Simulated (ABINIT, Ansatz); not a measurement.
# SnSe2 (Fm-3m): zone-centre phonons

Aim: the zone-centre modes of SnSe2 (Fm-3m).

Calculated with ABINIT 10.8.3; DFT LDA, scalar-relativistic, plane waves, PseudoDojo norm-conserving pseudopotentials.

This is a report of a sequence of runs, with most program output left out.

The structure was built from a prototype and need not be the compound's stable phase.

## (1) The starting structure

Symmetry: Fm-3m, No. 225, cubic system. Conventional cell: a = 6.703 Å, b = 6.703 Å, c = 6.703 Å, α = 90.00°, β = 90.00°, γ = 90.00°. Nearest to Sn lie 8 Se at 2.90 Å. Se has 4 Sn at 2.90 Å nearest. Farther neighbours and most contacts between anions are not listed.

As a file:

```cif
data_structure
_symmetry_space_group_name_H-M 'P 1'
_symmetry_Int_Tables_number 1
_cell_length_a 4.7399
_cell_length_b 4.7399
_cell_length_c 4.7399
_cell_angle_alpha 60.000
_cell_angle_beta 60.000
_cell_angle_gamma 60.000
_cell_volume 75.30
loop_
_atom_site_label
_atom_site_type_symbol
_atom_site_fract_x
_atom_site_fract_y
_atom_site_fract_z
_atom_site_occupancy
Sn1 Sn 0.00000 0.00000 0.00000 1
Se2 Se 0.25000 0.25000 0.25000 1
Se3 Se 0.75000 0.75000 0.75000 1
```

## (2) Relaxation

The harmonic expansion needs vanishing forces, and a free crystal bears no stress, so cell and atoms are brought to rest. Stress is more sensitive to the basis than forces are: the last 3 Ha under the cutoff are smoothed with ecutsm, and the cutoff is raised above that of the later runs.

The starting cell comes from a relaxation made beforehand in Ansatz (LDA, PseudoDojo NC).

relax.abi reads:

```
# relaxation
ionmov 2
optcell 2
dilatmx 1.08
ntime 40
tolmxf 1.0d-05
tolvrs 1.0d-14
prtwf 0
prtden 0
chksymtnons 0

# basis, mesh and filling
ecut 48.0
ecutsm 3.0
ngkpt 10 10 10
nshiftk 1
shiftk 0.0 0.0 0.0
istwfk *1
occopt 3
tsmear 0.01
nband 32
nstep 100
diemac 1000000.0
prtebands 0
prtgsr 0
useylm 1

# cell and atoms
acell 3*1.0 Angstrom
rprim 
    0.0 3.351603488 3.351603488
    3.351603488 0.0 3.351603488
    3.351603488 3.351603488 0.0
ntypat 2
znucl 50 34
natom 3
typat 1 2 2
xred 
    0.0 0.0 0.0
    0.25 0.25 0.25
    0.75 0.75 0.75
pp_dirpath "./pseudo"
pseudos "Sn.upf, Se.upf"
```

Launch:

```bash
$ OMP_NUM_THREADS=1 mpirun -n 4 abinit relax.abi > relax.log
```

Run time: 9.7 min. Hardware: 4 MPI ranks of Intel Xeon Platinum 8488C (Sapphire Rapids), shared host; 39 min of CPU time.

Relaxation path:

| step | energy less that of the first step (eV) | largest force (eV/Å) | volume (Å³) |
| --- | --- | --- | --- |
| 1 | 0.0000 | 0.0000 | 75.30 |
| 2 | -0.0012 | 0.0000 | 75.52 |
| 3 | -0.0038 | 0.0000 | 76.55 |
| 4 | -0.0038 | 0.0000 | 76.58 |

| conventional cell, symmetrised | before | after | change |
| --- | --- | --- | --- |
| a (Å) | 6.703 | 6.741 | +0.6 % |
| b (Å) | 6.703 | 6.741 | +0.6 % |
| c (Å) | 6.703 | 6.741 | +0.6 % |
| volume (Å³/atom) | 25.10 | 25.53 | +1.7 % |

The relaxed structure:

```xyz
3
Lattice="0.0000 3.3704 3.3704 3.3704 0.0000 3.3704 3.3704 3.3704 0.0000" Properties=species:S:1:pos:R:3 pbc="T T T"
Sn    0.0000    0.0000    0.0000
Se    1.6852    1.6852    1.6852
Se    5.0557    5.0557    5.0557
```

Read from the output:

```
volume per atom   : 25.53 Å³
pressure          : 4.30e-4 GPa
gap on the k-mesh : 0 eV
```

The volume changes by +1.7 % from the cell with which this run began.

## (3) Self-consistent run for the response

First-order wavefunctions inherit every error of the ground state, hence the very tight tolvrs. Occupations are smeared.

gs.abi reads:

```
# ground state
tolvrs 1.0d-16
prtden 1
prtwf 1

# basis, mesh and filling
ecut 39.0
ngkpt 10 10 10
nshiftk 1
shiftk 0.0 0.0 0.0
istwfk *1
occopt 3
tsmear 0.01
nband 32
nstep 100
diemac 1000000.0
prtebands 0
prtgsr 0
useylm 1

# cell and atoms
acell 3*1.0 Angstrom
rprim 
    0.0 3.370442236 3.370442236
    3.370442236 0.0 3.370442236
    3.370442236 3.370442236 0.0
ntypat 2
znucl 50 34
natom 3
typat 1 2 2
xred 
    0.0 0.0 0.0
    0.25 0.25 0.25
    0.75 0.75 0.75
pp_dirpath "./pseudo"
pseudos "Sn.upf, Se.upf"
```

Launch:

```bash
$ OMP_NUM_THREADS=1 mpirun -n 4 abinit gs.abi > gs.log
```

Run time: 2 min. Hardware: 4 MPI ranks; 8.1 min of CPU time.

This step gave:

| Property | Result |
| --- | --- |
| pressure | -0.3833 GPa |

The cell stands at -0.38 GPa: the relaxation ran with a smoothed and higher cutoff, and the difference is a stress of the finite basis.

## (4) Linear response at Γ

At q = 0 one unit cell holds all displacements. The response is solved for single atoms along the cell's directions, and symmetry skips those that follow from others. The crystal is treated as a metal, which screens a static field, so no field response is asked.

dfpt_gamma.abi reads:

```

# common to the responses
getwfk_filepath "gso_WFK"
kptopt 2
nqpt 1
qpt 0.0 0.0 0.0
asr 0
chneut 0

# displacements
rfphon 1
rfatpol 1 3
rfdir 1 1 1
tolvrs 1.0d-10
prtwf 0

# basis, mesh and filling
ecut 39.0
ngkpt 10 10 10
nshiftk 1
shiftk 0.0 0.0 0.0
istwfk *1
occopt 3
tsmear 0.01
nband 32
nstep 100
diemac 1000000.0
prtebands 0
prtgsr 0
useylm 1

# cell and atoms
acell 3*1.0 Angstrom
rprim 
    0.0 3.370442236 3.370442236
    3.370442236 0.0 3.370442236
    3.370442236 3.370442236 0.0
ntypat 2
znucl 50 34
natom 3
typat 1 2 2
xred 
    0.0 0.0 0.0
    0.25 0.25 0.25
    0.75 0.75 0.75
pp_dirpath "./pseudo"
pseudos "Sn.upf, Se.upf"
```

Launch:

```bash
$ OMP_NUM_THREADS=1 mpirun -n 4 abinit dfpt_gamma.abi > dfpt_gamma.log
```

Elapsed: 20 min, on 4 MPI ranks.

This step gave:

- largest acoustic frequency at the zone centre before the sum rule: 2.63 cm⁻¹
- highest optical zone-centre mode (no LO-TO term): 105.4 cm⁻¹
- lowest optical zone-centre mode: 91.2 cm⁻¹

The acoustic modes at Γ come out as far as 2.6 cm⁻¹ from zero, where they should vanish, a small numerical error.

## (5) Zone-centre analysis

anaddb reads the merged derivatives and imposes the acoustic sum rule.

anaddb.abi reads:

```
ddb_filepath "gamma_DDB"
output_file "anaddb.abo"
outdata_prefix "anaddb"
asr 1
chneut 1
enunit 2
eivec 1
nph1l 1
qph1l 0.0 0.0 0.0 1.0
```

mrgddb.in reads:

```
gamma_DDB
merged
2
dfpt_gammao_DDB
gso_DDB
```

Launch:

```bash
$ mrgddb < mrgddb.in > mrgddb.log
$ OMP_NUM_THREADS=1 anaddb anaddb.abi > anaddb.log
```

Elapsed: 0.66 s, on 1 thread.

This step gave:

```
highest optical zone-centre mode (no LO-TO term) : 105.3 cm⁻¹
lowest optical zone-centre mode                  : 91.18 cm⁻¹
```

No LO-TO term; unit eigenvectors of the mass-weighted matrix, from anaddb's displacements. The modes at Γ (shares of kinetic energy by element, %):

| mode | frequency (cm⁻¹) | symmetry | Sn % | Se % |
| --- | --- | --- | --- | --- |
| 1 | 0.0 | acoustic | 43 | 57 |
| 2 | 0.0 | acoustic | 43 | 57 |
| 3 | 0.0 | acoustic | 43 | 57 |
| 4 | 91.2 | T1u | 57 | 43 |
| 5 | 91.2 | T1u | 57 | 43 |
| 6 | 91.2 | T1u | 57 | 43 |
| 7 | 105.3 | T2g | 0 | 100 |
| 8 | 105.3 | T2g | 0 | 100 |
| 9 | 105.3 | T2g | 0 | 100 |

Displacements in mode 5 (91.2 cm⁻¹), the largest set to 1:
```
Sn1  0.00 -1.00  0.00
Se2  0.00  0.75  0.00
Se3  0.00  0.75  0.00
```

Displacements in mode 8 (105.3 cm⁻¹), the largest set to 1:
```
Sn1  0.00  0.00  0.00
Se2  0.00  1.00  0.00
Se3  0.00 -1.00  0.00
```

The rule moves no optical mode by more than 0.1 cm⁻¹.

## (6) Summary of results

```yaml
space_group_after_relaxation: Fm-3m
volume_per_atom: 25.5 Å³
highest_optical_zone_centre_mode_no_lo_to_term: 105.3 cm⁻¹
lowest_optical_zone_centre_mode: 91.2 cm⁻¹
imaginary_optical_modes_at_the_zone_centre_no_q_mesh_in_this_session: none
```

**Reading.** At the LDA level the optical modes of SnSe2 (Fm-3m) at the zone centre run from 91 to 105 cm⁻¹. The base run prints -0.38 GPa, mostly the error of a finite basis; the relaxation, with a smoothed and higher cutoff, had brought the cell to rest. These are harmonic frequencies: anharmonic shifts and widths and the lattice's thermal expansion are left out. The Fermi-Dirac smearing of 0.01 Ha is an electronic temperature of 3158 K, which adds a pressure of its own and can shift the volume and soft modes. In a metal the frequencies hang on the k mesh and the smearing, most of all near Kohn anomalies. The structure is a hypothetical one, built on a prototype.

[Host names and launcher messages were left out of these logs when they were recorded.]

[Logs are printed without paths, hosts, clocks, repeated set-up lines and the standing remarks that a program may print on its own settings, such as how far it seeks lower states.]

[Hosts, paths, dates, database ids (printed as entryN), source tags and the programs' standing remarks are cut or masked in the printed files.]
